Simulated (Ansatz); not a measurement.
# Phonons of SiC (P6_3mc) against volume

Wanted: Grüneisen parameters and pressure coefficients of the modes of SiC (P6_3mc).

Main program and level: Ansatz 0.2.0; DFT PBE, scalar-relativistic, plane waves, PAW; PAW set soft_1.

### 1. Set-up

It takes space group P6_3mc (No. 186, hexagonal). The conventional cell has a = 3.076 Å, b = 3.076 Å, c = 10.071 Å, α = 90.00°, β = 90.00°, γ = 120.00°. C has 4 Si at 1.88 to 1.89 Å nearest. Nearest to C lie 4 Si at 1.88 to 1.89 Å. Si has 4 C at 1.88 to 1.89 Å nearest. Si has 4 C at 1.88 to 1.89 Å nearest. Farther neighbours are not listed.

### 2. Bringing the structure to rest

The cell and atoms are relaxed, since residual forces and stress would shift the frequencies.

Contents of input.yaml:

```yaml
crystal:
  lattice:
    - [3.0756941497, 0.0, 0.0]
    - [-1.5378470748, 2.6636292679, 0.0]
    - [0.0, 0.0, 10.07064648]
  atoms:
    - { symbol: C, position: [0.66666667, 0.33333333, 0.74980259] }
    - { symbol: C, position: [0.33333333, 0.66666667, 0.24980259] }
    - { symbol: C, position: [0.0, 0.0, 0.50046005] }
    - { symbol: C, position: [0.0, 0.0, 0.00046005] }
    - { symbol: Si, position: [0.66666667, 0.33333333, 0.93784198] }
    - { symbol: Si, position: [0.33333333, 0.66666667, 0.43784198] }
    - { symbol: Si, position: [0.0, 0.0, 0.68789438] }
    - { symbol: Si, position: [0.0, 0.0, 0.18789438] }
kpoints:
  mp_grid: { grid: [9, 9, 4] }
hamiltonian:
  xc: pbe
  pseudopotentials: { kind: paw, azcp: { folder: soft_1 } }
scf:
  occupations: { method: gaussian, width: 0.02 }
output:
  forces: true
  stress: true
  eigenvalues: true
relax:
  adjacent_minimum: "off"
  f_tol: 0.005
  max_steps: 80
  cell: { stress_tol: 0.05 }
```

Launch:

```
> ansatz run input.yaml --threads 8 --pin off --max-ram 16384MiB --backend cpu --events-out ev --progress --plain --runs-dir out
```

Numbers of over 12 decimals in the logs are rounded to 6 here.

What it wrote:

```text
Engine: ansatz 0.2.0, x86_64-unknown-linux-gnu
Pseudopotentials: kind: paw
Pseudopotential: C, paw, valence charge 4, recommended cutoff 420 eV (normal), soft_1/C.paw.azcp
Pseudopotential: Si, paw, valence charge 4, recommended cutoff 420 eV (normal), soft_1/Si.paw.azcp
Functional definition: PBE
  parameter kappa = 0.804
  parameter beta = 0.066725
  exchange = pbe_x(kappa = kappa, mu = beta*pi^2/3)
  correlation = pbe_c(beta = beta)
Crystal: 8 atoms, lattice volume = 82.504 Å³
Basis set: ecut = 420 eV, 1605 PW (Γ), exchange–correlation on 48×48×144 points (8 copies of the dense FFT grid, shifted against one another)
Bands: 24, of which v1, the nominal top of the filled ones, is band 16 counted from 1 (15 counted from 0)
Symmetry: 12 space group operations
Space group: P63mc (ITA 186), of the structure as read, at distance tolerance 4.4e-5 Å
k-points: 36 of 324 (time reversal used)
Non-local potential: C, projectors of the file, l = 0: 2, l = 1: 2, l = 2: 1
Non-local potential: Si, projectors of the file, l = 0: 2, l = 1: 2, l = 2: 1
PAW form: soft (Blöchl's): semilocal exchange-correlation on the pseudo side does not see the compensation charge
PAW one-centre angular grid: C, 110 points (default); XC on 64 Gauss nodes
PAW one-centre angular grid: Si, 110 points (default); XC on 64 Gauss nodes
Initial density: superposition of atomic densities (chi_scale 0.1, normalization cell, long waves kept (reshape's long-wave potential 0.00 eV rms))
Initial wavefunctions: pseudopotential atomic-orbital guess
Functional: x = pbe(κ = 0.804, μ = 0.219515), c = pbe(β = 0.066725)
SCF iter   1: F=—  HF=-3554.669148 eV  |F-HF|=—  |Δ(HF+E_count)|=         —  Δρ=1.39e-1  dr2=1.95e1  ethr=3.10e-3  ⟨swp⟩=6.5  Hψ=4919  notcnv=0
preconditioner: auto → none  [insulator: Δε(μ)=4.107 eV  Ē_g=12.813 eV  σ=0.020 eV  W_gap=1.00  n_scr=6 (ndim 8)  ℏωp=23.1 eV  f_vac=0.000  D(μ)=0.00/eV (n_scr^D=0)  ε∞_Penn≈4.3]
SCF iter   2: F=—  HF=-3548.746187 eV  |F-HF|=—  |Δ(HF+E_count)|=    5.92e0  Δρ=3.49e-2  dr2=7.21e-1  ethr=3.10e-3  ⟨swp⟩=4.0  Hψ=2247  notcnv=0  defer=109
SCF iter   3: F=—  HF=-3548.638664 eV  |F-HF|=—  |Δ(HF+E_count)|=   1.08e-1  Δρ=1.26e-2  dr2=6.74e-2  ethr=2.25e-3  ⟨swp⟩=2.8  Hψ=1467  notcnv=0  defer=109
SCF iter   4: F=—  HF=-3548.639701 eV  |F-HF|=—  |Δ(HF+E_count)|=   1.04e-3  Δρ=1.25e-3  dr2=4.00e-3  ethr=2.11e-4  ⟨swp⟩=3.0  Hψ=1362  notcnv=0  defer=109
SCF iter   5: F=—  HF=-3548.638686 eV  |F-HF|=—  |Δ(HF+E_count)|=   1.02e-3  Δρ=3.97e-4  dr2=1.06e-4  ethr=1.25e-5  ⟨swp⟩=2.3  Hψ=1338  notcnv=0  defer=109
SCF iter   6: F=—  HF=-3548.638716 eV  |F-HF|=—  |Δ(HF+E_count)|=   3.05e-5  Δρ=1.01e-4  dr2=5.76e-6  ethr=3.32e-7  ⟨swp⟩=2.0  Hψ=1227  notcnv=0  defer=109
SCF iter   7: F=—  HF=-3548.638744 eV  |F-HF|=—  |Δ(HF+E_count)|=   2.76e-5  Δρ=2.22e-5  dr2=2.22e-7  ethr=1.80e-8  ⟨swp⟩=2.2  Hψ=1330  notcnv=0  defer=109
SCF iter   8: F=-3548.638744 eV  HF=-3548.638744 eV  |F-HF|=3.30e-9  |Δ(HF+E_count)|=   1.39e-7  Δρ=3.49e-6  dr2=7.14e-9  ethr=3.13e-10  ⟨swp⟩=13.5  Hψ=5256  notcnv=0
SCF 1 converged in 8 iterations: F = -3548.638744 eV  dr2 = 7.14e-9
  greatest PAW one-centre occupation: 0.648 electrons in one spin orbital (limit 2), on the C atom at site 1 (counted from 0), in its partial waves of l = 0
relax step   1: F+E_penalty+E_count = -3548.63874422 eV  Δ(F+E_penalty+E_count) = +0.000e0 eV  max|allowed force component| = 5.974e-3 eV/Å  Δτ_max = 0.0000 Å  P = +3.922 GPa  Ω = 82.504 Å³  (8 SCF iters, dr2 threshold 1.00e-7 eV, accepted)
Crystal: 8 atoms, lattice volume = 83.285 Å³
Initial density: handed on by an earlier stage of this run
Initial wavefunctions: those handed on with the density
iter 1 solved again at ethr=1.93e-5 eV; its pass at ethr=3.10e-3 eV (dr2=6.18e-3 eV) is discarded
SCF iter   1: F=—  HF=-3548.653639 eV  |F-HF|=—  |Δ(HF+E_count)|=         —  Δρ=2.28e-3  dr2=5.41e-3  ethr=1.93e-5  ⟨swp⟩=2.4  Hψ=4752  notcnv=0
preconditioner: auto → none  [insulator: Δε(μ)=2.313 eV  Ē_g=11.891 eV  σ=0.020 eV  W_gap=1.00  n_scr=6 (ndim 8)  ℏωp=23.0 eV  f_vac=0.000  D(μ)=0.00/eV (n_scr^D=0)  ε∞_Penn≈4.7]
SCF iter   2: F=—  HF=-3548.651960 eV  |F-HF|=—  |Δ(HF+E_count)|=   1.68e-3  Δρ=4.02e-4  dr2=1.62e-4  ethr=1.69e-5  ⟨swp⟩=2.5  Hψ=1616  notcnv=0
SCF iter   3: F=—  HF=-3548.651938 eV  |F-HF|=—  |Δ(HF+E_count)|=   2.17e-5  Δρ=1.26e-4  dr2=1.03e-5  ethr=5.05e-7  ⟨swp⟩=2.5  Hψ=1466  notcnv=0
iter 4 did not close the SCF: its close was put off for the readings that it lacked (scf_convergence_deferred on its scf_iter line)
SCF iter   4: F=-3548.651937 eV  HF=-3548.651937 eV  |F-HF|=6.70e-8  |Δ(HF+E_count)|=   4.47e-7  Δρ=1.47e-5  dr2=2.12e-7  ethr=3.23e-8  ⟨swp⟩=2.0  Hψ=1439  notcnv=0
iter 5 did not close the SCF: its close was put off for the readings that it lacked (scf_convergence_deferred on its scf_iter line)
SCF iter   5: F=-3548.651937 eV  HF=-3548.651937 eV  |F-HF|=2.02e-8  |Δ(HF+E_count)|=   2.81e-8  Δρ=4.82e-6  dr2=3.61e-8  ethr=6.62e-10  ⟨swp⟩=2.4  Hψ=1377  notcnv=0
SCF iter   6: F=-3548.651937 eV  HF=-3548.651937 eV  |F-HF|=1.26e-9  |Δ(HF+E_count)|=  3.26e-10  Δρ=1.61e-6  dr2=3.06e-9  ethr=1.13e-10  ⟨swp⟩=2.2  Hψ=2839  notcnv=0
SCF 2 converged in 6 iterations: F = -3548.651937 eV  dr2 = 3.06e-9
  greatest PAW one-centre occupation: 0.647 electrons in one spin orbital (limit 2), on the C atom at site 1 (counted from 0), in its partial waves of l = 0
relax step   2: F+E_penalty+E_count = -3548.65193742 eV  Δ(F+E_penalty+E_count) = -1.319e-2 eV  max|allowed force component| = 5.886e-3 eV/Å  Δτ_max = 0.0002 Å  P = +1.791 GPa  Ω = 83.285 Å³  energy of the carried Pulay correction = -6.903e-4 eV  (6 SCF iters, dr2 threshold 8.00e-7 eV, accepted)
Crystal: 8 atoms, lattice volume = 83.953 Å³
Basis set: ecut = 420 eV, 1629 PW (Γ), exchange–correlation on 48×48×144 points (8 copies of the dense FFT grid, shifted against one another)
iter 1 solved again at ethr=1.39e-5 eV; its pass at ethr=3.10e-3 eV (dr2=4.45e-3 eV) is discarded
SCF iter   1: F=—  HF=-3548.656363 eV  |F-HF|=—  |Δ(HF+E_count)|=         —  Δρ=1.92e-3  dr2=3.90e-3  ethr=1.39e-5  ⟨swp⟩=2.5  Hψ=4691  notcnv=0
preconditioner: auto → none  [insulator: Δε(μ)=2.311 eV  Ē_g=11.834 eV  σ=0.020 eV  W_gap=1.00  n_scr=6 (ndim 8)  ℏωp=22.9 eV  f_vac=0.000  D(μ)=0.00/eV (n_scr^D=0)  ε∞_Penn≈4.8]
SCF iter   2: F=—  HF=-3548.655162 eV  |F-HF|=—  |Δ(HF+E_count)|=   1.20e-3  Δρ=3.37e-4  dr2=1.15e-4  ethr=1.22e-5  ⟨swp⟩=2.4  Hψ=1540  notcnv=0
SCF iter   3: F=—  HF=-3548.655145 eV  |F-HF|=—  |Δ(HF+E_count)|=   1.73e-5  Δρ=1.07e-4  dr2=7.61e-6  ethr=3.60e-7  ⟨swp⟩=2.5  Hψ=1460  notcnv=0
iter 4 did not close the SCF: its close was put off for the readings that it lacked (scf_convergence_deferred on its scf_iter line)
SCF iter   4: F=-3548.655144 eV  HF=-3548.655144 eV  |F-HF|=1.77e-8  |Δ(HF+E_count)|=   2.30e-7  Δρ=1.21e-5  dr2=1.22e-7  ethr=2.38e-8  ⟨swp⟩=2.0  Hψ=1440  notcnv=0
iter 5 did not close the SCF: its close was put off for the readings that it lacked (scf_convergence_deferred on its scf_iter line)
SCF iter   5: F=-3548.655144 eV  HF=-3548.655144 eV  |F-HF|=4.48e-9  |Δ(HF+E_count)|=   2.82e-8  Δρ=3.58e-6  dr2=1.34e-8  ethr=3.80e-10  ⟨swp⟩=2.2  Hψ=1356  notcnv=0
SCF iter   6: F=-3548.655144 eV  HF=-3548.655144 eV  |F-HF|=1.38e-9  |Δ(HF+E_count)|=   2.71e-9  Δρ=1.10e-6  dr2=2.15e-9  ethr=4.18e-11  ⟨swp⟩=2.4  Hψ=2813  notcnv=0
SCF 3 converged in 6 iterations: F = -3548.655144 eV  dr2 = 2.15e-9
  greatest PAW one-centre occupation: 0.646 electrons in one spin orbital (limit 2), on the C atom at site 1 (counted from 0), in its partial waves of l = 0
relax step   3: F+E_penalty+E_count = -3548.65514443 eV  Δ(F+E_penalty+E_count) = -3.207e-3 eV  max|allowed force component| = 2.997e-4 eV/Å  Δτ_max = 0.0002 Å  P = +0.040 GPa  Ω = 83.953 Å³  energy of the carried Pulay correction = -1.277e-3 eV  (6 SCF iters, dr2 threshold 8.00e-7 eV, accepted)
[...]
relax step   4: F+E_penalty+E_count = -3548.65513327 eV  Δ(F+E_penalty+E_count) = +1.116e-5 eV  max|allowed force component| = 2.593e-3 eV/Å  Δτ_max = 0.0002 Å  P = -0.001 GPa  Ω = 83.969 Å³  energy of the carried Pulay correction = -1.291e-3 eV  (6 SCF iters, dr2 threshold 1.81e-8 eV, accepted)
[...]
relax step   5: F+E_penalty+E_count = -3548.65513915 eV  Δ(F+E_penalty+E_count) = -5.879e-6 eV  max|allowed force component| = 3.529e-4 eV/Å  Δτ_max = 0.0001 Å  P = -0.000 GPa  Ω = 83.969 Å³  energy of the carried Pulay correction = -1.290e-3 eV  (6 SCF iters, dr2 threshold 1.25e-8 eV, accepted)
Initial wavefunctions: pseudopotential atomic-orbital guess (no wavefunctions were taken with the density)
iter 1 solved again at ethr=6.59e-8 eV; its pass at ethr=3.10e-3 eV (dr2=2.11e-5 eV) is discarded
SCF iter   1: F=—  HF=-3548.656512 eV  |F-HF|=—  |Δ(HF+E_count)|=         —  Δρ=4.90e-5  dr2=2.28e-7  ethr=6.59e-8  ⟨swp⟩=4.1  Hψ=8165  notcnv=0
SCF iter   2: F=—  HF=-3548.656526 eV  |F-HF|=—  |Δ(HF+E_count)|=   1.48e-5  Δρ=2.48e-5  dr2=5.14e-8  ethr=7.13e-10  ⟨swp⟩=2.0  Hψ=1438  notcnv=0
SCF iter   3: F=—  HF=-3548.656527 eV  |F-HF|=—  |Δ(HF+E_count)|=   7.14e-7  Δρ=3.23e-6  dr2=1.58e-9  ethr=1.61e-10  ⟨swp⟩=2.0  Hψ=1440  notcnv=0
SCF iter   4: F=—  HF=-3548.656527 eV  |F-HF|=—  |Δ(HF+E_count)|=   1.01e-8  Δρ=4.78e-7  dr2=8.67e-11  ethr=4.93e-12  ⟨swp⟩=2.0  Hψ=1440  notcnv=0
iter 5 did not close the SCF: its close was put off for the readings that it lacked (scf_convergence_deferred on its scf_iter line)
SCF iter   5: F=-3548.656527 eV  HF=-3548.656527 eV  |F-HF|=3.32e-11  |Δ(HF+E_count)|=  3.64e-11  Δρ=1.26e-7  dr2=3.80e-11  ethr=1.00e-12  ⟨swp⟩=2.1  Hψ=1237  notcnv=0
SCF iter   6: F=-3548.656527 eV  HF=-3548.656527 eV  |F-HF|=2.73e-12  |Δ(HF+E_count)|=  9.55e-12  Δρ=3.49e-8  dr2=2.37e-12  ethr=1.00e-12  ⟨swp⟩=3.7  Hψ=2988  notcnv=0
SCF 6 converged in 6 iterations: F = -3548.656527 eV  dr2 = 2.37e-12
relax step   6: F+E_penalty+E_count = -3548.65652708 eV  Δ(F+E_penalty+E_count) = -1.388e-3 eV  max|allowed force component| = 3.554e-4 eV/Å  Δτ_max = 0.0000 Å  P = +0.030 GPa  Ω = 83.969 Å³  stress off target by 3.13e-2 GPa  SCF on the basis re-selected at this cell (its energy is not comparable with the rows above)  (6 SCF iters)
basis re-selected at this cell: Δ(F+E_penalty+E_count) = -1.388e-3 eV, ΔP = +0.030 GPa vs the last step (what re-selecting the basis moved, of the pressure what is left beyond the Pulay correction that the steps carried, after the strain that the cell walked since its last selection, with what the two solves' SCF thresholds leave and, on support functions, any second-order correction that the steps lacked; it is no m [...]
SCF converged after 6 iterations
Free energy (F): -3548.656527 eV
Harris-Foulkes:  -3548.656527 eV  (|F-HF|=2.73e-12)
Internal energy: -3548.656527 eV  (E = F + TS)
E sigma→0 (E₀):  -3548.656527 eV
Fermi energy:    10.533745 eV
--- Per-component energies (eV) ---
  E_band       = 110.135039
  E_kinetic    = 530.390328
  E_local      = -386.965675  (includes V_loc(G=0)·N_el)
  E_nonlocal   = 180.002776
  E_hartree    = 128.731601
  E_xc         = -421.681697
  E_vxc        = -433.498108  (∫ρ·V_xc dr)
  E_paw        = -2446.279700  (= ΣΔE_a)
  E_vpaw       = -37.257691  (= ΣTr[D̂ρ^β])
  E_aug_tail   = 0.000211  (compensation charges beyond the density's cutoff)
  E_ewald      = -1132.854371
  E_smearing   = -0.000000  (= −TS)
  E_closure    = 0.000000  (closes the sum)
  Σ components = -3548.656527   (vs F -3548.656527, Δ=0.00e0)
--- Forces (eV/Å), atoms counted from 1 ---
  atom   1  C      0.00000000     0.00000000    -0.00033235
  atom   2  C     -0.00000000    -0.00000000    -0.00033235
  atom   3  C      0.00000000     0.00000000    -0.00033502
  atom   4  C     -0.00000000    -0.00000000    -0.00033502
  atom   5  Si     0.00000000     0.00000000     0.00031039
  atom   6  Si    -0.00000000    -0.00000000     0.00031039
  atom   7  Si    -0.00000000    -0.00000000     0.00035492
  atom   8  Si     0.00000000     0.00000000     0.00035492
  max |Σ_I F_I| component: 4.13e-6 eV/Å
--- Stress (GPa, compression-positive) ---
        0.028668       0.000000      -0.000000
       -0.000000       0.028668      -0.000000
       -0.000000      -0.000000       0.031342
  P = ⅓ Tr σ = 0.0296 GPa (0.296 kbar)
--- Band table (eV; the first three rows and the last of 36) ---
  k-point 0: bands = [... 12 lower, 8.7841, 9.3165, 9.3670, 9.3670, 14.3209, 14.8992, 15.4625, 15.5377, ... 4 higher]
  k-point 1: bands = [... 12 lower, 8.9545, 8.9545, 9.3116, 9.3116, 14.3749, 14.7505, 15.7205, 15.7289, ... 4 higher]
  k-point 2: bands = [... 12 lower, 9.1609, 9.1609, 9.1609, 9.1609, 14.5287, 14.5287, 15.9645, 15.9645, ... 4 higher]
  k-point 35: bands = [... 12 lower, 6.6340, 6.6340, 6.9398, 6.9398, 12.6075, 12.6075, 15.9589, 15.9589, ... 4 higher]
--- Relaxed structure (5 steps of the walk, 5 accepted, 1 SCFs on fresh bases) ---
  F+E_penalty+E_count = -3548.65652708 eV   max|allowed force component| = 3.554e-4 eV/Å   (the final SCF, on the basis selected at the relaxed cell)
  cell:  # Å, volume = 83.9689 Å³
    - [3.093980, -2.9039101578585026e-11, 1.7844411970957023e-18]
    - [-1.546990, 2.679465, -9.994723893879922e-19]
    - [5.842738447214692e-18, -4.0549744780859543e-19, 10.128681]
  atoms:
    - { symbol: C, position: [0.666667, 0.333333, 0.749807] }
    - { symbol: C, position: [0.333333, 0.666667, 0.249807] }
    - { symbol: C, position: [0, 0, 0.500447] }
    - { symbol: C, position: [0, 0, 0.000446962] }
    - { symbol: Si, position: [0.666667, 0.333333, 0.937845] }
    - { symbol: Si, position: [0.333333, 0.666667, 0.437845] }
    - { symbol: Si, position: [0, 0, 0.687900] }
    - { symbol: Si, position: [0, 0, 0.187900] }
```

The job ended after 2.2 s (8 threads of AMD EPYC 9B45 (Zen 5), shared host; peak memory 0.51 GiB).

The steps of the relaxation:

```
step  energy less that of the first step (eV)  largest force component (eV/Å)  pressure (GPa)  volume (Å³)
   1                                   0.0000                          0.0060            3.92        82.50
   2                                  -0.0132                          0.0059            1.79        83.28
   3                                  -0.0164                          0.0003            0.04        83.95
   4                                  -0.0164                          0.0026            0.00        83.97
   5                                  -0.0164                          0.0004            0.00        83.97
  6*                                  -0.0178                          0.0004            0.03        83.97
```

Relaxation steps marked * repeat the geometry before them on a plane-wave basis chosen anew for their cell, so energy and pressure can jump there.

The run keeps the 12 symmetry operations that it works with, so distortions that break them were not tested.

```
conventional cell, symmetrised  before   after  change
                         a (Å)   3.076   3.094  +0.6 %
                         b (Å)   3.076   3.094  +0.6 %
                         c (Å)  10.071  10.129  +0.6 %
              volume (Å³/atom)   10.31   10.50  +1.8 %
```

The relaxed structure:

```cif
data_structure
_symmetry_space_group_name_H-M 'P 1'
_symmetry_Int_Tables_number 1
_cell_length_a 3.0940
_cell_length_b 3.0940
_cell_length_c 10.1287
_cell_angle_alpha 90.000
_cell_angle_beta 90.000
_cell_angle_gamma 120.000
_cell_volume 83.97
loop_
_atom_site_label
_atom_site_type_symbol
_atom_site_fract_x
_atom_site_fract_y
_atom_site_fract_z
_atom_site_occupancy
C1 C 0.66667 0.33333 0.74981 1
C2 C 0.33333 0.66667 0.24981 1
C3 C 0.00000 0.00000 0.50045 1
C4 C 0.00000 0.00000 0.00045 1
Si5 Si 0.66667 0.33333 0.93784 1
Si6 Si 0.33333 0.66667 0.43784 1
Si7 Si 0.00000 0.00000 0.68790 1
Si8 Si 0.00000 0.00000 0.18790 1
```

This step gave:

```yaml
pressure: 0.02956 GPa
gap_on_the_k_mesh: 2.334 eV
volume_per_atom: 10.50 Å³
```

In this step the volume went from 10.31 to 10.50 Å³/atom.

### 3. Tight relaxation

Phonons need small forces and stress, so the relaxation is finished with tight tolerances on 9×9×4 k points.

Contents of input.yaml:

```yaml
crystal:
  lattice:
    - [3.093979518, 0.0, 0.0]
    - [-1.546989759, 2.6794648614, 0.0]
    - [0.0, 0.0, 10.128680977]
  atoms:
    - { symbol: C, position: [0.6666666667, 0.3333333333, 0.7498072719] }
    - { symbol: C, position: [0.3333333333, 0.6666666667, 0.2498072719] }
    - { symbol: C, position: [0.0, 0.0, 0.5004469623] }
    - { symbol: C, position: [0.0, 0.0, 0.0004469623] }
    - { symbol: Si, position: [0.6666666667, 0.3333333333, 0.9378445558] }
    - { symbol: Si, position: [0.3333333333, 0.6666666667, 0.4378445558] }
    - { symbol: Si, position: [0.0, 0.0, 0.68790021] }
    - { symbol: Si, position: [0.0, 0.0, 0.18790021] }
kpoints:
  mp_grid: { grid: [9, 9, 4] }
hamiltonian:
  xc: pbe
  pseudopotentials: { kind: paw, azcp: { folder: soft_1 } }
scf:
  occupations: { method: fixed }
output:
  forces: true
  stress: true
  eigenvalues: true
relax:
  adjacent_minimum: "off"
  f_tol: 0.001
  max_steps: 60
  cell: { stress_tol: 0.01 }
```

What it wrote:

```text
[...]
Crystal: 8 atoms, lattice volume = 83.969 Å³
Basis set: ecut = 420 eV, 1629 PW (Γ), exchange–correlation on 48×48×144 points (8 copies of the dense FFT grid, shifted against one another)
Bands: 24, of which v1, the nominal top of the filled ones, is band 16 counted from 1 (15 counted from 0)
Symmetry: 12 space group operations
[...]
k-points: 36 of 324 (time reversal used)
[...]
- [-1.547058, 2.679584, 0]
    - [0, 0, 10.129187]
  atoms:
    - { symbol: C, position: [0.666667, 0.333333, 0.749807] }
    - { symbol: C, position: [0.333333, 0.666667, 0.249807] }
    - { symbol: C, position: [0, 0, 0.500446] }
    - { symbol: C, position: [0, 0, 0.000446353] }
    - { symbol: Si, position: [0.666667, 0.333333, 0.937845] }
    - { symbol: Si, position: [0.333333, 0.666667, 0.437845] }
    - { symbol: Si, position: [0, 0, 0.687901] }
    - { symbol: Si, position: [0, 0, 0.187901] }
[key lines of the parts left out:]
SCF converged after 6 iterations
Free energy (F): -3548.656532 eV
Fermi energy:    9.365196 eV
P = ⅓ Tr σ = 0.0000 GPa (0.000 kbar)
```

It took 1.4 s on 8 threads; peak memory 0.52 GiB; 9.2 s of CPU time.

Little changed from the start: no atom moved by 0.005 Å and no cell edge by 0.1 %.

Numbers from this step:

| Item | Value |
| --- | --- |
| pressure | 2.45e-5 GPa |

The largest force component left is 0.067 meV/Å and the pressure is 0.000 GPa, within the tolerances set. The cell now holds 10.50 Å³/atom.

(Part 1 of 4 ends here.)

[Logs are printed without paths, hosts, clocks, repeated set-up lines and the standing remarks that a program may print on its own settings, such as how far it seeks lower states.]

[Hosts, paths, dates, database ids (printed as entryN), source tags and the programs' standing remarks are cut or masked in the printed files.]
